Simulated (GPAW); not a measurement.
**HfSi2As4 monolayer: simulated STM images**

What would a tunnelling microscope show on HfSi2As4 monolayer?

Program: GPAW 26.7.0. Level of theory: GPAW, PAW setups; layer in a repeated cell with vacuum, relaxation of atoms and in-plane cell, in the first sound run; inputs show where later runs differ. Results are calculated unless marked as measured.

### 1. Set-up

The cell holds 7 atoms: 4 As, 2 Si and 1 Hf. Its edges and angles: a = 3.630 Å, b = 3.630 Å, c = 23.529 Å, α = 90.0°, β = 90.0°, γ = 120.0°. Vacuum lies along c.

### 2. Relaxation

The atoms are relaxed first, since the surface dipole, and with it the work function, follows the positions of the outer layers.

run.py

```python
import json
import numpy as np
from ase import Atoms
from ase.filters import FrechetCellFilter
from ase.optimize import BFGS
from gpaw import GPAW, PW

slab = Atoms(
    ['As', 'Si', 'As', 'Hf', 'As', 'Si', 'As'],
    positions=[
        [0.00000, 0.00000, 7.00000],
        [-0.00000, 2.09578, 7.76197],
        [-0.00000, 2.09578, 9.99197],
        [0.00000, 0.00000, 11.76474],
        [-0.00000, 2.09578, 13.53752],
        [-0.00000, 2.09578, 15.76752],
        [0.00000, 0.00000, 16.52949]],
    cell=[[3.63, 0.0, 0.0], [-1.815, 3.14367, 0.0], [0.0, 0.0, 23.5295]],
    pbc=[True, True, True])

slab.calc = GPAW(mode=PW(600), xc='PBE', kpts={'size': (9, 9, 1), 'gamma': True},
                 occupations={'name': 'fermi-dirac', 'width': 0.05}, nbands='200%',
                 convergence={'density': 1e-05}, maxiter=200,
                 symmetry={'tolerance': 1e-3}, txt='slab.txt')
result = {}
# The in-plane cell is free; stress needs a cell that repeats along all three vectors
path = []
opt = BFGS(FrechetCellFilter(slab, mask=[1, 1, 0, 0, 0, 1]), maxstep=0.2)
opt.attach(lambda: path.append((slab.get_potential_energy(), slab.positions.tolist(), slab.get_forces().tolist())))
result['relaxed'] = bool(opt.run(fmax=0.02, steps=45))
result['path'] = path
result['cell'] = slab.cell.tolist()
print('in-plane lattice', slab.cell.cellpar().round(4)[[0, 1, 5]])
energy = slab.get_potential_energy()
fermi = slab.calc.get_fermi_level()
v = slab.calc.get_electrostatic_potential().mean((0, 1)) - fermi
n = slab.calc.get_pseudo_density().mean((0, 1))
L = slab.cell[2, 2]
z = np.arange(len(v)) * L / len(v)
low, high = slab.positions[:, 2].min(), slab.positions[:, 2].max()
below, above = np.interp([low - 4.8, high + 4.8], z, v)
slopes = [np.interp(x, z, np.gradient(v, z)) for x in (low - 4.8, high + 4.8)]
eps = np.array([[slab.calc.get_eigenvalues(k, s) for k in range(len(slab.calc.get_ibz_k_points()))]
                for s in range(slab.calc.get_number_of_spins())]) - fermi
top, bottom = eps[eps < 0].max(), eps[eps > 0].min()
dipole = slab.get_dipole_moment()[2]
print(f'energy {energy:.4f} eV, Fermi level {fermi:.4f} eV, dipole {dipole:.5f} e A')
print(f'potential 4.8 A off the faces, from the Fermi level: lower {below:.4f} eV, upper {above:.4f} eV')
print(f'slope of the potential there: lower {slopes[0]:.5f}, upper {slopes[1]:.5f} eV/A')
print(f'nearest levels on the mesh: {top:.4f} and {bottom:.4f} eV')
print('magnetic moment', round(slab.get_magnetic_moment(), 3))
result.update(energy=energy, fermi=fermi, dipole=dipole, below=below, above=above, slopes=slopes, edges=[top, bottom],
              z=z.tolist(), v=v.tolist(), n=n.tolist(), positions=slab.positions.tolist(),
              forces=slab.get_forces(apply_constraint=False).tolist(), moments=slab.get_magnetic_moments().tolist())
json.dump(result, open('result.json', 'w'))
```

Launch:

```sh
$ OMP_NUM_THREADS=1 OPENBLAS_NUM_THREADS=1 python run.py
```

Output:

```text
Step          Energy          fmax
BFGS:    0      -36.689025        3.386510
BFGS:    1      -37.314547        2.811133
BFGS:    2      -38.415108        0.682503
BFGS:    3      -38.438194        0.612040
BFGS:    4      -38.486207        0.536326
BFGS:    5      -38.525734        0.380968
BFGS:    6      -38.552336        0.377326
BFGS:    7      -38.561274        0.224817
BFGS:    8      -38.564178        0.084145
BFGS:    9      -38.564992        0.082644
BFGS:   10      -38.565404        0.068831
BFGS:   11      -38.565986        0.094590
BFGS:   12      -38.566986        0.118127
BFGS:   13      -38.568319        0.105373
BFGS:   14      -38.569191        0.050113
BFGS:   15      -38.569409        0.010591
in-plane lattice [  3.7911   3.7911 120.    ]
energy -38.5654 eV, Fermi level 0.8229 eV, dipole -0.00049 e A
potential 4.8 A off the faces, from the Fermi level: lower 5.0182 eV, upper 5.0188 eV
slope of the potential there: lower -0.00034, upper 0.00003 eV/A
nearest levels on the mesh: -0.1446 and 0.0375 eV
magnetic moment 0.0
```

The job ended after 36 min (1 thread of Intel Xeon Platinum 8175M at 2.50GHz (Skylake/Cascade Lake), shared host; peak memory 0.71 GiB).

This step gave:

| Quantity | Value |
| --- | --- |
| dipole along the normal | -4.85e-4 e·Å |
| levels nearest the Fermi level on the mesh | -0.1446, 0.03746 eV from the Fermi level |

Table of electrostatic potential energy of an electron (without an applied field's), less the Fermi level, planar mean by z:

| z (Å) | electrostatic potential energy of an electron (without an applied field's), less the Fermi level, planar mean (eV) |
| --- | --- |
| 0.0 | 5.02 |
| 0.5 | 5.02 |
| 1.0 | 5.02 |
| 1.5 | 5.02 |
| 2.0 | 5.02 |
| 2.5 | 5.02 |
| 3.0 | 5.02 |
| 3.5 | 5.01 |
| 4.0 | 5.00 |
| 4.5 | 4.95 |
| 5.0 | 4.72 |
| 5.5 | 3.83 |
| 6.0 | 0.397 |
| 6.5 | -9.23 |
| 7.0 | -12.2 |
| 7.5 | -9.56 |
| 8.0 | -8.86 |
| 8.5 | -1.05 |
| 9.0 | 2.27 |
| 9.5 | -0.249 |
| 10.0 | -9.36 |
| 10.5 | -8.58 |
| 11.0 | -5.24 |
| 11.5 | -13.3 |
| 12.0 | -13.8 |
| 12.5 | -5.46 |
| 13.0 | -8.13 |
| 13.5 | -9.86 |
| 14.0 | -0.649 |
| 14.5 | 2.28 |
| 15.0 | -0.679 |
| 15.5 | -8.46 |
| 16.0 | -9.69 |
| 16.5 | -11.9 |
| 17.0 | -9.89 |
| 17.5 | 0.0245 |
| 18.0 | 3.73 |
| 18.5 | 4.70 |
| 19.0 | 4.94 |
| 19.5 | 5.00 |
| 20.0 | 5.01 |
| 20.5 | 5.02 |
| 21.0 | 5.02 |
| 21.5 | 5.02 |
| 22.0 | 5.02 |
| 22.5 | 5.02 |
| 23.0 | 5.02 |

Pseudo valence density, planar mean against z:

z (Å), pseudo valence density, planar mean (e/Å³) and a bar:
```
      3.0      0.000 
      3.5      0.000 
      4.0      0.001 
      4.5      0.003 
      5.0      0.013 #
      5.5      0.051 ##
      6.0      0.164 #######
      6.5      0.217 #########
      7.0      0.277 ############
      7.5      0.326 ##############
      8.0      0.186 ########
      8.5      0.143 ######
      9.0      0.123 #####
      9.5      0.192 ########
     10.0      0.192 ########
     10.5      0.280 ############
     11.0      0.354 ###############
     11.5      0.675 #############################
     12.0      0.700 ##############################
     12.5      0.362 ################
     13.0      0.290 ############
     13.5      0.184 ########
     14.0      0.199 #########
     14.5      0.124 #####
     15.0      0.140 ######
     15.5      0.182 ########
     16.0      0.316 ##############
     16.5      0.291 ############
     17.0      0.209 #########
     17.5      0.173 #######
     18.0      0.055 ##
     18.5      0.014 #
     19.0      0.003 
     19.5      0.001 
     20.0      0.000 
     20.5      0.000
```

The relaxation lowered the energy of the cell by 1.89 eV (energies extrapolated to zero smearing; the optimiser's log prints free energies). The largest force left on a free atom is 0.011 eV/Å.

### 3. Plane waves, PBE

The work function is the vacuum plateau of the electrostatic potential less the Fermi level; a dipole layer lets the two faces have plateaus of their own.

This step: GPAW, PAW setups; slab in vacuum (GPAW 26.7.0).

The cell differs from the one that the last finished run ended in (c 23.529 → 23.997 Å).

run.py

```python
import json
import numpy as np
from ase import Atoms
from ase.dft.stm import STM
from gpaw import GPAW, PW

slab = Atoms(
    ['As', 'Si', 'As', 'Hf', 'As', 'Si', 'As'],
    positions=[
        [-0.00000, 0.00000, 7.00000],
        [0.00000, 2.18877, 8.06924],
        [0.00000, 2.18877, 10.43153],
        [0.00000, 0.00000, 11.99856],
        [0.00000, 2.18877, 13.56561],
        [0.00000, 2.18877, 15.92790],
        [-0.00000, 0.00000, 16.99714]],
    cell=[[3.79107, -0.0, 0.0], [-1.89553, 3.28316, 0.0], [0.0, 0.0, 23.9971]],
    pbc=[True, True, False])

slab.calc = GPAW(mode=PW(400), xc='PBE', kpts={'size': (9, 9, 1), 'gamma': True},
                 occupations={'name': 'fermi-dirac', 'width': 0.05}, nbands='200%',
                 convergence={'density': 1e-05}, maxiter=200,
                 poissonsolver={'dipolelayer': 'xy'},
                 symmetry={'tolerance': 1e-3}, txt='slab.txt')
result = {}
energy = slab.get_potential_energy()
fermi = slab.calc.get_fermi_level()
v = slab.calc.get_electrostatic_potential().mean((0, 1)) - fermi
n = slab.calc.get_pseudo_density().mean((0, 1))
L = slab.cell[2, 2]
z = np.arange(len(v)) * L / len(v)
low, high = slab.positions[:, 2].min(), slab.positions[:, 2].max()
below, above = np.interp([low - 4.8, high + 4.8], z, v)
slopes = [np.interp(x, z, np.gradient(v, z)) for x in (low - 4.8, high + 4.8)]
eps = np.array([[slab.calc.get_eigenvalues(k, s) for k in range(len(slab.calc.get_ibz_k_points()))]
                for s in range(slab.calc.get_number_of_spins())]) - fermi
top, bottom = eps[eps < 0].max(), eps[eps > 0].min()
dipole = slab.get_dipole_moment()[2]
print(f'energy {energy:.4f} eV, Fermi level {fermi:.4f} eV, dipole {dipole:.5f} e A')
print(f'potential 4.8 A off the faces, from the Fermi level: lower {below:.4f} eV, upper {above:.4f} eV')
print(f'slope of the potential there: lower {slopes[0]:.5f}, upper {slopes[1]:.5f} eV/A')
print(f'nearest levels on the mesh: {top:.4f} and {bottom:.4f} eV')
print('magnetic moment', round(slab.get_magnetic_moment(), 3))
result.update(energy=energy, fermi=fermi, dipole=dipole, below=below, above=above, slopes=slopes, edges=[top, bottom],
              z=z.tolist(), v=v.tolist(), n=n.tolist(), positions=slab.positions.tolist(),
              forces=slab.get_forces(apply_constraint=False).tolist(), moments=slab.get_magnetic_moments().tolist())

# Images need the states of the whole zone, up to time reversal
slab.calc = slab.calc.fixed_density(symmetry={'point_group': False}, txt='states.txt', nbands='260%',
                                    convergence={'bands': 'CBM+0.8'})
stm = STM(slab)
result['stm'] = []
for bias in [-0.5, 0.5]:
    height = high + 4.0
    current = stm.get_averaged_current(bias, height)
    x, y, h = stm.scan(bias, current)
    i, f = divmod(height / L * stm.ldos.shape[2], 1)
    I = abs((1 - f) * stm.ldos[:, :, int(i)] + f * stm.ldos[:, :, int(i) + 1])
    print(f'bias {bias} V: mean current at 4.0 A {current:.4e}, corrugation {np.ptp(h):.4f} A')
    result['stm'].append(dict(bias=bias, current=current, h=(h - high).tolist(), I=I.tolist()))
json.dump(result, open('result.json', 'w'))
```

Output:

```text
energy -38.5585 eV, Fermi level 0.7092 eV, dipole 0.00054 e A
potential 4.8 A off the faces, from the Fermi level: lower 5.0239 eV, upper 5.0126 eV
slope of the potential there: lower -0.00018, upper 0.00018 eV/A
nearest levels on the mesh: -0.1447 and 0.0375 eV
magnetic moment 0.0
bias -0.5 V: mean current at 4.0 A 3.0381e-08, corrugation 0.3827 A
bias 0.5 V: mean current at 4.0 A 1.7195e-07, corrugation 0.6790 A
```

Wall time 4.4 min (1 thread); peak memory 0.55 GiB.

Numbers from this step:

* dipole along the normal: 5.37e-4 e·Å
* levels nearest the Fermi level on the mesh: -0.1447, 0.03751 eV from the Fermi level
* upper work function: 5.013 eV
* lower work function: 5.024 eV
* corrugation -0.5: 0.3827 Å
* corrugation 0.5: 0.6790 Å

The electrostatic potential energy of an electron (without an applied field's), less the Fermi level, planar mean oscillates, so the rows of the table below give means over windows of 1.82 Å about each position, cut where the curve ends. Its maxima inside the range that stand out by 2 % of the span (Å: eV): 7.6: -9.28, 9.3: 2.29, 11.1: -4.85, 12.9: -4.85, 14.7: 2.29, 16.4: -9.29. Its minima: 7.1: -13.4, 8.0: -10.5, 10.5: -11.3, 12.0: -16.0, 13.5: -11.3, 16.0: -10.5, 16.9: -13.4.

The electrostatic potential energy of an electron (without an applied field's), less the Fermi level, planar mean by z; means over each step:

z (Å), electrostatic potential energy of an electron (without an applied field's), less the Fermi level, planar mean (eV) and a bar from the least value:
```
     0.91        5.0 ##############################
     2.73        5.0 ##############################
     4.55        4.9 ##############################
     6.37       -3.4 #############
     8.19       -6.4 #######
    10.01       -4.3 ###########
    11.83      -10.0 
    13.65       -5.6 #########
    15.47       -4.2 ############
    17.29       -6.1 ########
    19.11        4.7 #############################
    20.93        5.0 ##############################
    22.75        5.0 ##############################
```

The pseudo valence density, planar mean by z:

| z (Å) | pseudo valence density, planar mean (e/Å³) |
| --- | --- |
| 0.00 | -4.0e-6 |
| 0.64 | 4.1e-6 |
| 1.29 | -3.9e-6 |
| 1.93 | 5.5e-6 |
| 2.57 | 2.8e-6 |
| 3.21 | 4.9e-5 |
| 3.86 | 2.6e-4 |
| 4.50 | 0.00162 |
| 5.14 | 0.00979 |
| 5.79 | 0.0567 |
| 6.43 | 0.222 |
| 7.07 | 0.194 |
| 7.71 | 0.333 |
| 8.36 | 0.175 |
| 9.00 | 0.123 |
| 9.64 | 0.171 |
| 10.28 | 0.175 |
| 10.93 | 0.335 |
| 11.57 | 0.514 |
| 12.21 | 0.725 |
| 12.86 | 0.343 |
| 13.50 | 0.175 |
| 14.14 | 0.219 |
| 14.78 | 0.121 |
| 15.43 | 0.158 |
| 16.07 | 0.257 |
| 16.71 | 0.307 |
| 17.36 | 0.238 |
| 18.00 | 0.0970 |
| 18.64 | 0.0178 |
| 19.28 | 0.00294 |
| 19.93 | 4.9e-4 |
| 20.57 | 7.5e-5 |
| 21.21 | 1.8e-5 |
| 21.85 | -2.1e-6 |
| 22.50 | 4.5e-6 |
| 23.14 | -4.0e-6 |
| 23.78 | 4.1e-6 |

Tip height over the top atom over a1 and a2. Sample bias -0.5 V, constant current at the mean current 4.0 Å over the top atom.

Ten even steps from '_' (3.80 Å) to '@' (4.18 Å):
```
@@@@%%%%##**====----====**##%%%%@@@@
@@%%%%##**++==------==++**##%%%%@@@@
%%%%##**++==--------==++**##%%%%@@@@
####**++==--::::::--==++**####%%%%%%
****++==--::::::::--==++******####**
++====--::::..::::--====++++******++
====----::::::::----======++++++++==
--------::::::------------======----
------------------------::----::----
--==============----::::::::::::::--
====++++++++====----::..____..::----
++**********++==--::::______::::--==
**########**++++==--::____::--==++++
##%%%%%%##****++==--::..::--==++****
%%%%%%%%%%##**++==::::::::==++**##%%
@@@@@@@@%%##**++----::----++**##%%@@
@@@@@@@@%%**++==--------==++**%%@@@@
@@@@@@%%##**++==------==++**##%%@@@@
```
Columns: a1 from 0 to 0.944; rows upwards: a2 from 0 to 0.944.

Local density of states summed over the bias window over a1 and a2. Sample bias -0.5 V, constant height 4.0 Å over the top atom.

Values in units of 1e-8 arbitrary, 12 rows by 16 columns, each cell a mean:
```
4.3 4.1 4.1 3.8 3.3 2.9 2.7 2.6 2.6 2.7 3.0 3.5 3.9 4.1 4.2 4.4
4.2 4.0 3.8 3.3 2.9 2.6 2.5 2.4 2.5 2.7 3.1 3.6 4.0 4.1 4.3 4.4
3.7 3.5 3.1 2.8 2.6 2.4 2.4 2.4 2.6 2.8 3.1 3.4 3.7 3.8 3.8 3.8
3.2 3.0 2.7 2.5 2.4 2.4 2.4 2.4 2.5 2.7 3.0 3.2 3.3 3.3 3.3 3.3
2.8 2.6 2.5 2.4 2.4 2.4 2.4 2.4 2.6 2.7 2.8 2.8 2.9 2.9 2.8 2.8
2.6 2.6 2.5 2.5 2.5 2.5 2.5 2.6 2.6 2.5 2.5 2.4 2.4 2.4 2.5 2.5
2.7 2.8 2.8 2.8 2.8 2.8 2.8 2.7 2.4 2.3 2.3 2.2 2.3 2.3 2.3 2.5
3.0 3.1 3.2 3.2 3.2 3.1 2.9 2.6 2.4 2.3 2.2 2.2 2.3 2.3 2.5 2.8
3.6 3.8 3.9 3.8 3.6 3.3 3.0 2.7 2.3 2.2 2.3 2.3 2.4 2.7 3.0 3.2
4.0 4.1 4.1 4.0 3.7 3.3 3.1 2.7 2.3 2.3 2.3 2.4 2.7 3.1 3.4 3.7
4.3 4.3 4.4 4.2 3.7 3.3 3.0 2.7 2.4 2.4 2.6 2.8 3.2 3.5 4.0 4.4
4.4 4.4 4.3 4.0 3.6 3.2 2.9 2.7 2.6 2.6 2.9 3.2 3.5 3.9 4.3 4.4
```
Columns: a1 from 0 to 0.944; rows upwards: a2 from 0 to 0.944.

Tip height over the top atom over a1 and a2. Sample bias 0.5 V, constant current at the mean current 4.0 Å over the top atom.

Ten even steps from '_' (3.52 Å) to '@' (4.20 Å):
```
__..--==**##%%%%%%%%%%%%##**==--..__
::--==**##%%%%@@@@@@%%%%##**==--::..
--==**##%%%%@@@@@@@@%%%%##**==------
++**##%%@@@@@@@@@@@@@@%%##**++======
**##%%%%@@@@@@@@@@@@%%%%##**++++++++
##%%%%@@@@@@@@@@@@@@%%%%##****++****
##%%@@@@@@@@@@@@@@@@%%####********##
%%%%@@@@@@@@@@@@@@%%%%######**######
%%%%@@@@@@@@@@@@%%%%%%############%%
%%%%%%%%@@%%%%%%%%%%##############%%
##%%%%%%%%%%%%######################
####################################
****************################****
++======++++******##########******++
--------==++++**############**++++==
::..::--==++****##########****++==--
____..--==++**####%%%%####**++==--..
____::--++**####%%%%%%####**++--::__
```
Columns: a1 from 0 to 0.944; rows upwards: a2 from 0 to 0.944.

Local density of states summed over the bias window over a1 and a2. Sample bias 0.5 V, constant height 4.0 Å over the top atom.

Ten even steps from '0' (0.44 × 1e-7 arbitrary) to '9' (2.81 × 1e-7 arbitrary):
```
001245677776542100
012456788876542100
124577899877542111
245788999887542212
456789999876543223
567899999876543334
678999999876544445
678999998766555556
778888887766555566
677787776665555566
666776666655555566
555555555555555555
444444445555555544
222223345555555433
111122345555554322
000112345666543211
000123456666543210
000124566766542100
```
Columns: a1 from 0 to 0.944; rows upwards: a2 from 0 to 0.944.

The potential is flat to 1.8e-4 eV/Å where it is read, so the vacuum is wide enough.

### 4. A changed run

One more run, with changed settings.

Edit run.py of step 3 so:

```diff
@@ -3,4 +3,4 @@
 from ase import Atoms
-from ase.dft.stm import STM
 from gpaw import GPAW, PW
+from gpaw.external import ConstantElectricField
 
@@ -21,4 +21,5 @@
                  occupations={'name': 'fermi-dirac', 'width': 0.05}, nbands='200%',
-                 convergence={'density': 1e-05}, maxiter=200,
+                 convergence={'density': 1e-05}, maxiter=75,
                  poissonsolver={'dipolelayer': 'xy'},
+                 external=ConstantElectricField(3.0, [0, 0, 1]),
                  symmetry={'tolerance': 1e-3}, txt='slab.txt')
@@ -46,16 +47,2 @@
               forces=slab.get_forces(apply_constraint=False).tolist(), moments=slab.get_magnetic_moments().tolist())
-
-# Images need the states of the whole zone, up to time reversal
-slab.calc = slab.calc.fixed_density(symmetry={'point_group': False}, txt='states.txt', nbands='260%',
-                                    convergence={'bands': 'CBM+0.8'})
-stm = STM(slab)
-result['stm'] = []
-for bias in [-0.5, 0.5]:
-    height = high + 4.0
-    current = stm.get_averaged_current(bias, height)
-    x, y, h = stm.scan(bias, current)
-    i, f = divmod(height / L * stm.ldos.shape[2], 1)
-    I = abs((1 - f) * stm.ldos[:, :, int(i)] + f * stm.ldos[:, :, int(i) + 1])
-    print(f'bias {bias} V: mean current at 4.0 A {current:.4e}, corrugation {np.ptp(h):.4f} A')
-    result['stm'].append(dict(bias=bias, current=current, h=(h - high).tolist(), I=I.tolist()))
 json.dump(result, open('result.json', 'w'))
```

Output:

```text
energy -42.8522 eV, Fermi level -1.2562 eV, dipole 3.16590 e A
potential 4.8 A off the faces, from the Fermi level: lower 31.7786 eV, upper -12.2746 eV
slope of the potential there: lower -1.91653, upper 0.05095 eV/A
nearest levels on the mesh: -0.1108 and 0.0200 eV
magnetic moment 0.0
```

The job ended after 6.6 min (1 thread; peak memory 0.45 GiB).

The run finished. A setting was moved off its sound value on purpose, so it serves as a test and not as the result.

The fault put into the input: a field far too strong (field = 3.0).

The two runs compared:

| quantity | this run | sound run | difference |
| --- | --- | --- | --- |
| dipole along the normal (e·Å) | 3.1659 | 5.370e-4 | 3.17 |

One result that differs is the dipole along the normal, 3.17 e·Å against 5.4e-4 e·Å.

### 5. Results

```
work function, upper and lower face : 5.013 and 5.024 eV
dipole along the normal             : 5.4e-4 e Å, near the numerical noise
corrugation at -0.5 V               : 0.383 Å
corrugation at 0.5 V                : 0.679 Å
```

**Reading.** The corrugation at constant current is largest at 0.5 V, where the tip height varies by 0.68 Å over the cell. Negative sample bias images filled states, positive bias empty ones. The images are of Tersoff-Hamann type: an s-wave tip, no tip-sample forces, heights closer than in a microscope. The starting lattice was a guess from atomic radii; the relaxation moved it by 4 %. The small printed dipole stands for a step of -7.8 meV from the lower to the upper face, and the probes find -11 meV; values this small are near the numerical noise of both. The layer's cell and atoms come from the relaxation; spin-orbit coupling and temperature are left out.

[Logs are printed without paths, hosts, clocks, repeated set-up lines and the standing remarks that a program may print on its own settings, such as how far it seeks lower states.]

[Hosts, paths, dates, database ids (printed as entryN), source tags and the programs' standing remarks are cut or masked in the printed files.]
